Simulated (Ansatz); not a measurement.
GeH5CI3N2 (CH(NH2)2GeI3), computed twice by G0W0.

The structure was built from a prototype and need not be the compound's stable phase.

```xyz
12
Lattice="6.2385 -0.3380 0.4320 -0.3380 6.2396 -0.2790 0.4320 -0.2790 6.1712" Properties=species:S:1:pos:R:3 pbc="T T T"
C    -0.6281    5.9599   -0.2663
H    -1.3305    5.1240   -0.2122
N     6.1339    0.0476    5.7384
N     0.7375   -0.2881    0.8273
H     4.5655    6.4791   -1.3473
H     0.4987    5.1937    1.2268
H     6.7439    0.8575    5.6225
H     1.8672    0.1805    6.9959
Ge    3.4820    2.4293    3.4076
I     2.6915    2.8572   -0.0321
I     3.4117   -0.3234    3.2929
I    -0.0276    3.1148    2.9054
```

The structure was relaxed with PBE-D3(BJ). The runs that relaxed it are not among those shown. Spin-orbit coupling is left out unless a run names it. PAW set soft_2, made with PBE.

The first (Ansatz 0.2.0; start PBE, 4×4×4 mesh, 992 empty bands, screening to 150 eV; 1 × NVIDIA H100 80GB HBM3 (shared by 6 runs) with 3 threads of AMD EPYC 7R13 (Zen 3), shared host) gave, on its mesh: starting gap 1.57 eV, G0W0 gap 2.45 eV, RPA ε∞ (mean) 5.20, 8.7 min.

The second gave: starting gap 1.57 eV, G0W0 gap 2.28 eV, RPA ε∞ (mean) 5.22, 99 s.

Q: What was changed in the input? Choose among start, files, mesh, bands and cutoff, frequency model or another key.

Changed: empty bands from 992 to 251 and screening cutoff (eV) from 150.0 to 60. The starting gap stayed, which rules out the functional and points to the GW step. Other changes could give like numbers; this is the one that was made.

Limits: not at the basis limit; no spin-orbit coupling.

[Paths, hosts, dates, memory and timing lines, banners, echoed tables and standing remarks are left out of the program output.]

[Logs are printed without paths, hosts, clocks, repeated set-up lines and the standing remarks that a program may print on its own settings, such as how far it seeks lower states.]

[Runs of the session that timed out or met a known fault of the program may be left out.]

[Cells called generated may have been cut or substituted from an entry of the Crystallography Open Database or the Materials Project.]

[Hosts, paths, dates, database ids (printed as entryN), source tags and the programs' standing remarks are cut or masked in the printed files.]
